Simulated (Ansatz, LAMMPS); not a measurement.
# Force difference against the radius of support functions in Li+ TFSI- in tetrahydrofuran and diglyme at 350 K (88 atoms)

Density of this cell: 1.17 g/cm³. The cell holds 88 atoms: 22 C, 12 O, 44 H, 1 N, 2 S, 6 F and 1 Li. Its edges and angles: a = 9.985 Å, b = 9.985 Å, c = 9.985 Å, α = 90.0°, β = 90.0°, γ = 90.0°. 2 tetrahydrofuran, 2 diglyme, 1 Li+, 1 TFSI- placed at random, at 1.17 g/cm³; overlaps pushed apart, then 10 ps at 550 K with Joung-Cheatham ions (J. Phys. Chem. B 112, 9020 (2008)); MMFF94 bonds, angles, torsions, charges and radii (Halgren, J. Comput. Chem. 17, 490 (1996)) in harmonic and 12-6 forms; charges of ions scaled by 0.8. Snapshot after 30 ps at 350 K and fixed volume.

Calculated with Ansatz 0.2.0: Kohn-Sham DFT, PBE+D3(BJ), PAW (set soft_2), localised support functions (medium), with the radius typed; the reference is Kohn-Sham DFT, PBE+D3(BJ), PAW (set soft_2), plane waves, cutoff 420 eV, Γ point, gaussian smearing of 0.05 eV, with an r.m.s. force component of 0.869 eV/Å.

| radius (Å) | r.m.s. force difference (meV/Å) | time |
| --- | --- | --- |
| 3.36 | 5.381 | 98 s |
| 3.64 | ? | ? |
| 3.88 | 5.298 | 2.3 min |
| 4.16 | 5.281 | 2.9 min |
| 4.68 | 5.255 | 4.3 min |
| 5.2 | 5.252 | 7 min |

Task: Fit a power law of the radius to the rows given and interpolate to the withheld row.

Worked fit:

A power law y = A x^b is a line in u = ln x and v = ln y.

```
u = ln x  v = ln y
 1.21194   1.68287
 1.35584   1.66733
 1.42552   1.66412
 1.54330   1.65918
 1.64866   1.65861
```

With n = 5: mean u = 1.43705, mean v = 1.66642, Σ(u − ū)² = 0.11347, Σ(u − ū)(v − v̄) = -0.0061734. Slope b = -0.0061734 / 0.11347 = -0.054406; intercept a = v̄ − b ū = 1.7446.

At the withheld row u = 1.292, v = a + b u = 1.674, and y = exp(v).

Prediction at 3.64: 5.335 meV/Å. The run gave 5.325 meV/Å, so the fit is high by 0.010 meV/Å (0.19 % of the value).

The fitted exponent is -0.054. Between neighbouring rows, the withheld one included, the exponents are -0.13, -0.080, -0.046, -0.042 and -0.0054. Among the rows given, the largest relative miss of the fit is at 3.36, by 0.023 meV/Å (0.42 %).

Limits: The difference holds the reference's own basis error, which sets a floor under it.

[Logs are printed without paths, hosts, clocks, repeated set-up lines and the standing remarks that a program may print on its own settings, such as how far it seeks lower states.]

[Hosts, paths, dates, database ids (printed as entryN), source tags and the programs' standing remarks are cut or masked in the printed files.]

[The MMFF94 radii named for the starting cell were scaled by 0.96; in molecules described by MMFF94, hydrogen bound to N, O or S took a small fixed 12-6 site in their place.]
